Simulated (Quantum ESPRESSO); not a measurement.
# Fe: a ladder in the functional, part 2 of 3

Two starts of Fe are run at each rung of the functional.

Quantum ESPRESSO 7.5; LDA; plane waves with GBRV 1.5 LDA potentials, no spin-orbit coupling (settings of the first rung).

So far, largest spin moment in the atom's sphere (μB): step 2 (rung 1, start ferro +, LDA GBRV, Quantum ESPRESSO) 2.31; step 3 (rung 1, start antiferro q=(0,0,1/2) +-, LDA GBRV, Quantum ESPRESSO) 2.06; step 4 (rung 2, start ferro +, PBEsol GBRV, Quantum ESPRESSO) 2.41; step 5 (rung 2, start antiferro q=(0,0,1/2) +-, PBEsol GBRV, Quantum ESPRESSO) 2.19; step 6 (rung 3, start ferro +, PBE GBRV, Quantum ESPRESSO) 2.42.

The database entry behind the starting cell differs from other determinations of this structure, so it need not match the best structure at room temperature.

**7. Rung 3, start antiferro q=(0,0,1/2) +-**

Level of this step: PBE; plane waves with GBRV 1.5 PBE potentials, no spin-orbit coupling (Quantum ESPRESSO).

Input file pw.py:

```python
from ase import Atoms
from ase.calculators.espresso import Espresso, EspressoProfile

atoms = Atoms(['Fe', 'Fe'],
    cell=[[-1.443, 1.443, 1.443],
         [1.443, -1.443, 1.443],
         [2.886, 2.886, -2.886]],
    scaled_positions=[[0.0, 0.0, 0.0],
         [0.0, 0.0, 0.5]],
    pbc=True,
    magmoms=[2.8, -2.8])
input_data = {
    'control': {'calculation': 'scf', 'prefix': 'pwscf', 'outdir': './tmp', 'disk_io': 'nowf', 'tprnfor': True, 'tstress': True},
    'system': {'ecutwfc': 40.0, 'ecutrho': 280.0, 'nbnd': 23, 'occupations': 'smearing', 'smearing': 'fd', 'degauss': 0.00999582, 'nspin': 2},
    'electrons': {'conv_thr': 4e-09, 'electron_maxstep': 150, 'mixing_beta': 0.3},
}
atoms.calc = Espresso(
    profile=EspressoProfile(command='mpirun -n 2 pw.x -nk 2', pseudo_dir='pseudo'),
    pseudopotentials={'Fe': 'fe_pbe_v1.5.uspp.F.UPF'},
    input_data=input_data,
    kpts=(14, 14, 7),
    koffset=(0, 0, 0))
energy = atoms.get_potential_energy(force_consistent=True)
print(f'free energy: {energy:.6f} eV')
print('site moments (muB):', atoms.get_magnetic_moments().round(3))
```

Launch:

```
$ OMP_NUM_THREADS=1 python3 pw.py > pw.log
```

The program printed:

```text
     [... lines left out ...]
free energy: -6811.879531 eV
site moments (muB): [ 2.197 -2.197]
--- espresso.pwo ---
Program PWSCF v.7.5 starts
     [... lines left out ...]
     number of atoms/cell      =            2
     [... lines left out ...]
     number of electrons       =        32.00
     number of Kohn-Sham states=           23
     kinetic-energy cutoff     =      40.0000  Ry
     charge density cutoff     =     280.0000  Ry
     scf convergence threshold =      4.0E-09
     [... lines left out ...]
      8 Sym. Ops., with inversion, found
     [... lines left out ...]
     number of k points=   228  Fermi-Dirac smearing, width (Ry)=  0.0100
     [... lines left out ...]
     iteration # 15     ecut=    40.00 Ry     beta= 0.30
     [... lines left out ...]
     Magnetic moment per site  (integrated on atomic sphere of radius R)
     atom   1 (R=0.413)  charge= 14.4276  magn=  2.1972
     atom   2 (R=0.413)  charge= 14.4276  magn= -2.1972
     [... lines left out ...]
     the Fermi energy is    17.3430 ev
!    total energy              =    -500.66395481 Ry
     estimated scf accuracy    <          8.5E-10 Ry
     smearing contrib. (-TS)   =      -0.01373925 Ry
     [... lines left out ...]
     total magnetization       =     0.00 Bohr mag/cell
     absolute magnetization    =     4.54 Bohr mag/cell
     convergence has been achieved in  15 iterations
     [... lines left out ...]
     Total force =     0.000000     Total SCF correction =     0.000000
     [... lines left out ...]
          total   stress  (Ry/bohr**3)                   (kbar)     P=      -85.77
     [... lines left out ...]
```

The job ended after 1.8 min (2 MPI ranks of Arm Neoverse N1, shared host; peak memory 0.34 GiB).

Numbers from this step:

```
magnetization  : 0 μB
final state    : antiferromagnetic
largest moment : 2.197 μB
```

**8. Rung 4, start ferro +**

Input file pw.py:

```python
from ase import Atoms
from ase.calculators.espresso import Espresso, EspressoProfile

atoms = Atoms(['Fe'],
    cell=[[-1.443, 1.443, 1.443],
         [1.443, -1.443, 1.443],
         [1.443, 1.443, -1.443]],
    scaled_positions=[[0.0, 0.0, 0.0]],
    pbc=True,
    magmoms=[2.8])
input_data = {
    'control': {'calculation': 'scf', 'prefix': 'pwscf', 'outdir': './tmp', 'disk_io': 'nowf', 'tprnfor': True, 'tstress': True},
    'system': {'ecutwfc': 40.0, 'ecutrho': 280.0, 'nbnd': 15, 'input_dft': 'wc', 'occupations': 'smearing', 'smearing': 'fd', 'degauss': 0.00999582, 'nspin': 2},
    'electrons': {'conv_thr': 2e-09, 'electron_maxstep': 150, 'mixing_beta': 0.3},
}
atoms.calc = Espresso(
    profile=EspressoProfile(command='mpirun -n 2 pw.x -nk 2', pseudo_dir='pseudo'),
    pseudopotentials={'Fe': 'fe_pbe_v1.5.uspp.F.UPF'},
    input_data=input_data,
    kpts=(14, 14, 14),
    koffset=(0, 0, 0))
energy = atoms.get_potential_energy(force_consistent=True)
print(f'free energy: {energy:.6f} eV')
print('site moments (muB):', atoms.get_magnetic_moments().round(3))
```

Launch:

```
$ OMP_NUM_THREADS=1 python3 pw.py > pw.log
```

The program printed:

```text
     [... lines left out ...]
free energy: -3404.368721 eV
site moments (muB): [2.399]
--- espresso.pwo ---
Program PWSCF v.7.5 starts
     [... lines left out ...]
     number of atoms/cell      =            1
     [... lines left out ...]
     number of electrons       =        16.00
     number of Kohn-Sham states=           15
     kinetic-energy cutoff     =      40.0000  Ry
     charge density cutoff     =     280.0000  Ry
     scf convergence threshold =      2.0E-09
     [... lines left out ...]
     48 Sym. Ops., with inversion, found
     [... lines left out ...]
     number of k points=   104  Fermi-Dirac smearing, width (Ry)=  0.0100
     [... lines left out ...]
     iteration # 12     ecut=    40.00 Ry     beta= 0.30
     [... lines left out ...]
     Magnetic moment per site  (integrated on atomic sphere of radius R)
     atom   1 (R=0.413)  charge= 14.4319  magn=  2.3989
     [... lines left out ...]
     the Fermi energy is    16.8443 ev
!    total energy              =    -250.21650773 Ry
     estimated scf accuracy    <          1.9E-09 Ry
     smearing contrib. (-TS)   =      -0.00454417 Ry
     [... lines left out ...]
     total magnetization       =     2.35 Bohr mag/cell
     absolute magnetization    =     2.47 Bohr mag/cell
     convergence has been achieved in  12 iterations
     [... lines left out ...]
     Total force =     0.000000     Total SCF correction =     0.000000
     [... lines left out ...]
          total   stress  (Ry/bohr**3)                   (kbar)     P=     -155.14
     [... lines left out ...]
```

It took 13 s on 2 MPI ranks; peak memory 0.21 GiB; 25 s of CPU time.

This step gave:

```yaml
magnetization: 2.351 μB
final_state: ferromagnetic
largest_moment: 2.399 μB
```

**9. Rung 4, start antiferro q=(0,0,1/2) +-**

Input file pw.py:

```python
from ase import Atoms
from ase.calculators.espresso import Espresso, EspressoProfile

atoms = Atoms(['Fe', 'Fe'],
    cell=[[-1.443, 1.443, 1.443],
         [1.443, -1.443, 1.443],
         [2.886, 2.886, -2.886]],
    scaled_positions=[[0.0, 0.0, 0.0],
         [0.0, 0.0, 0.5]],
    pbc=True,
    magmoms=[2.8, -2.8])
input_data = {
    'control': {'calculation': 'scf', 'prefix': 'pwscf', 'outdir': './tmp', 'disk_io': 'nowf', 'tprnfor': True, 'tstress': True},
    'system': {'ecutwfc': 40.0, 'ecutrho': 280.0, 'nbnd': 23, 'input_dft': 'wc', 'occupations': 'smearing', 'smearing': 'fd', 'degauss': 0.00999582, 'nspin': 2},
    'electrons': {'conv_thr': 4e-09, 'electron_maxstep': 150, 'mixing_beta': 0.3},
}
atoms.calc = Espresso(
    profile=EspressoProfile(command='mpirun -n 2 pw.x -nk 2', pseudo_dir='pseudo'),
    pseudopotentials={'Fe': 'fe_pbe_v1.5.uspp.F.UPF'},
    input_data=input_data,
    kpts=(14, 14, 7),
    koffset=(0, 0, 0))
energy = atoms.get_potential_energy(force_consistent=True)
print(f'free energy: {energy:.6f} eV')
print('site moments (muB):', atoms.get_magnetic_moments().round(3))
```

Launch:

```
$ OMP_NUM_THREADS=1 python3 pw.py > pw.log
```

The program printed:

```text
     [... lines left out ...]
free energy: -6808.318108 eV
site moments (muB): [ 2.188 -2.188]
--- espresso.pwo ---
Program PWSCF v.7.5 starts
     [... lines left out ...]
     number of atoms/cell      =            2
     [... lines left out ...]
     number of electrons       =        32.00
     number of Kohn-Sham states=           23
     kinetic-energy cutoff     =      40.0000  Ry
     charge density cutoff     =     280.0000  Ry
     scf convergence threshold =      4.0E-09
     [... lines left out ...]
      8 Sym. Ops., with inversion, found
     [... lines left out ...]
     number of k points=   228  Fermi-Dirac smearing, width (Ry)=  0.0100
     [... lines left out ...]
     iteration # 15     ecut=    40.00 Ry     beta= 0.30
     [... lines left out ...]
     Magnetic moment per site  (integrated on atomic sphere of radius R)
     atom   1 (R=0.413)  charge= 14.4269  magn=  2.1879
     atom   2 (R=0.413)  charge= 14.4269  magn= -2.1879
     [... lines left out ...]
     the Fermi energy is    17.1820 ev
!    total energy              =    -500.40219505 Ry
     estimated scf accuracy    <          1.3E-10 Ry
     smearing contrib. (-TS)   =      -0.01382995 Ry
     [... lines left out ...]
     total magnetization       =     0.00 Bohr mag/cell
     absolute magnetization    =     4.52 Bohr mag/cell
     convergence has been achieved in  15 iterations
     [... lines left out ...]
     Total force =     0.000000     Total SCF correction =     0.000000
     [... lines left out ...]
          total   stress  (Ry/bohr**3)                   (kbar)     P=     -165.03
     [... lines left out ...]
```

The job ended after 1.9 min (2 MPI ranks; peak memory 0.34 GiB; 3.6 min of CPU time).

Read from the output:

```
magnetization  : 0 μB
final state    : antiferromagnetic
largest moment : 2.188 μB
```

**10. Rung 5, start ferro +**

Input file pw.py:

```python
from ase import Atoms
from ase.calculators.espresso import Espresso, EspressoProfile

atoms = Atoms(['Fe'],
    cell=[[-1.443, 1.443, 1.443],
         [1.443, -1.443, 1.443],
         [1.443, 1.443, -1.443]],
    scaled_positions=[[0.0, 0.0, 0.0]],
    pbc=True,
    magmoms=[2.8])
input_data = {
    'control': {'calculation': 'scf', 'prefix': 'pwscf', 'outdir': './tmp', 'disk_io': 'nowf', 'tprnfor': True, 'tstress': True},
    'system': {'ecutwfc': 40.0, 'ecutrho': 280.0, 'nbnd': 15, 'input_dft': 'revpbe', 'occupations': 'smearing', 'smearing': 'fd', 'degauss': 0.00999582, 'nspin': 2},
    'electrons': {'conv_thr': 2e-09, 'electron_maxstep': 150, 'mixing_beta': 0.3},
}
atoms.calc = Espresso(
    profile=EspressoProfile(command='mpirun -n 2 pw.x -nk 2', pseudo_dir='pseudo'),
    pseudopotentials={'Fe': 'fe_pbe_v1.5.uspp.F.UPF'},
    input_data=input_data,
    kpts=(14, 14, 14),
    koffset=(0, 0, 0))
energy = atoms.get_potential_energy(force_consistent=True)
print(f'free energy: {energy:.6f} eV')
print('site moments (muB):', atoms.get_magnetic_moments().round(3))
```

Launch:

```
$ OMP_NUM_THREADS=1 python3 pw.py > pw.log
```

The program printed:

```text
     [... lines left out ...]
free energy: -3406.769783 eV
site moments (muB): [2.439]
--- espresso.pwo ---
Program PWSCF v.7.5 starts
     [... lines left out ...]
     number of atoms/cell      =            1
     [... lines left out ...]
     number of electrons       =        16.00
     number of Kohn-Sham states=           15
     kinetic-energy cutoff     =      40.0000  Ry
     charge density cutoff     =     280.0000  Ry
     scf convergence threshold =      2.0E-09
     [... lines left out ...]
     48 Sym. Ops., with inversion, found
     [... lines left out ...]
     number of k points=   104  Fermi-Dirac smearing, width (Ry)=  0.0100
     [... lines left out ...]
     iteration # 12     ecut=    40.00 Ry     beta= 0.30
     [... lines left out ...]
     Magnetic moment per site  (integrated on atomic sphere of radius R)
     atom   1 (R=0.413)  charge= 14.4316  magn=  2.4387
     [... lines left out ...]
     the Fermi energy is    17.0847 ev
!    total energy              =    -250.39298255 Ry
     estimated scf accuracy    <          5.4E-10 Ry
     smearing contrib. (-TS)   =      -0.00452396 Ry
     [... lines left out ...]
     total magnetization       =     2.37 Bohr mag/cell
     absolute magnetization    =     2.52 Bohr mag/cell
     convergence has been achieved in  12 iterations
     [... lines left out ...]
     Total force =     0.000000     Total SCF correction =     0.000000
     [... lines left out ...]
          total   stress  (Ry/bohr**3)                   (kbar)     P=      -33.13
     [... lines left out ...]
```

It took 14 s on 2 MPI ranks; peak memory 0.21 GiB.

Numbers from this step:

* magnetization: 2.373 μB
* final state: ferromagnetic
* largest moment: 2.439 μB

**11. Rung 5, start antiferro q=(0,0,1/2) +-**

Input file pw.py:

```python
from ase import Atoms
from ase.calculators.espresso import Espresso, EspressoProfile

atoms = Atoms(['Fe', 'Fe'],
    cell=[[-1.443, 1.443, 1.443],
         [1.443, -1.443, 1.443],
         [2.886, 2.886, -2.886]],
    scaled_positions=[[0.0, 0.0, 0.0],
         [0.0, 0.0, 0.5]],
    pbc=True,
    magmoms=[2.8, -2.8])
input_data = {
    'control': {'calculation': 'scf', 'prefix': 'pwscf', 'outdir': './tmp', 'disk_io': 'nowf', 'tprnfor': True, 'tstress': True},
    'system': {'ecutwfc': 40.0, 'ecutrho': 280.0, 'nbnd': 23, 'input_dft': 'revpbe', 'occupations': 'smearing', 'smearing': 'fd', 'degauss': 0.00999582, 'nspin': 2},
    'electrons': {'conv_thr': 4e-09, 'electron_maxstep': 150, 'mixing_beta': 0.3},
}
atoms.calc = Espresso(
    profile=EspressoProfile(command='mpirun -n 2 pw.x -nk 2', pseudo_dir='pseudo'),
    pseudopotentials={'Fe': 'fe_pbe_v1.5.uspp.F.UPF'},
    input_data=input_data,
    kpts=(14, 14, 7),
    koffset=(0, 0, 0))
energy = atoms.get_potential_energy(force_consistent=True)
print(f'free energy: {energy:.6f} eV')
print('site moments (muB):', atoms.get_magnetic_moments().round(3))
```

Launch:

```
$ OMP_NUM_THREADS=1 python3 pw.py > pw.log
```

The program printed:

```text
     [... lines left out ...]
free energy: -6813.101636 eV
site moments (muB): [ 2.213 -2.213]
--- espresso.pwo ---
Program PWSCF v.7.5 starts
     [... lines left out ...]
     number of atoms/cell      =            2
     [... lines left out ...]
     number of electrons       =        32.00
     number of Kohn-Sham states=           23
     kinetic-energy cutoff     =      40.0000  Ry
     charge density cutoff     =     280.0000  Ry
     scf convergence threshold =      4.0E-09
     [... lines left out ...]
      8 Sym. Ops., with inversion, found
     [... lines left out ...]
     number of k points=   228  Fermi-Dirac smearing, width (Ry)=  0.0100
     [... lines left out ...]
     iteration # 15     ecut=    40.00 Ry     beta= 0.30
     [... lines left out ...]
     Magnetic moment per site  (integrated on atomic sphere of radius R)
     atom   1 (R=0.413)  charge= 14.4262  magn=  2.2130
     atom   2 (R=0.413)  charge= 14.4262  magn= -2.2130
     [... lines left out ...]
     the Fermi energy is    17.4305 ev
!    total energy              =    -500.75377788 Ry
     estimated scf accuracy    <          2.1E-10 Ry
     smearing contrib. (-TS)   =      -0.01361558 Ry
     [... lines left out ...]
     total magnetization       =     0.00 Bohr mag/cell
     absolute magnetization    =     4.57 Bohr mag/cell
     convergence has been achieved in  15 iterations
     [... lines left out ...]
     Total force =     0.000000     Total SCF correction =     0.000000
     [... lines left out ...]
          total   stress  (Ry/bohr**3)                   (kbar)     P=      -47.56
     [... lines left out ...]
```

It took 1.8 min on 2 MPI ranks; peak memory 0.34 GiB; 3.6 min of CPU time.

This step gave:

| Property | Result |
| --- | --- |
| magnetization | 0 μB |
| final state | antiferromagnetic |
| largest moment | 2.213 μB |

(Part 2 of 3 ends here.)

[Long decimals in the printed logs are rounded to 6 places.]

[Logs and program files are shortened in this print: banners, set-up blocks, solver, clock and traceback lines can be left out without a mark of their own.]

[Logs are printed without paths, hosts, clocks, repeated set-up lines and the standing remarks that a program may print on its own settings, such as how far it seeks lower states.]

[Hosts, paths, dates, database ids (printed as entryN), source tags and the programs' standing remarks are cut or masked in the printed files.]

[Where the starting crystal was built by hand or by swapping elements, it need not be the compound's stable phase.]

[Where a cell is said to come from a database of computed structures, the database is the Materials Project.]

[Lattice constants that a cell's source calls measured were typed from memory.]
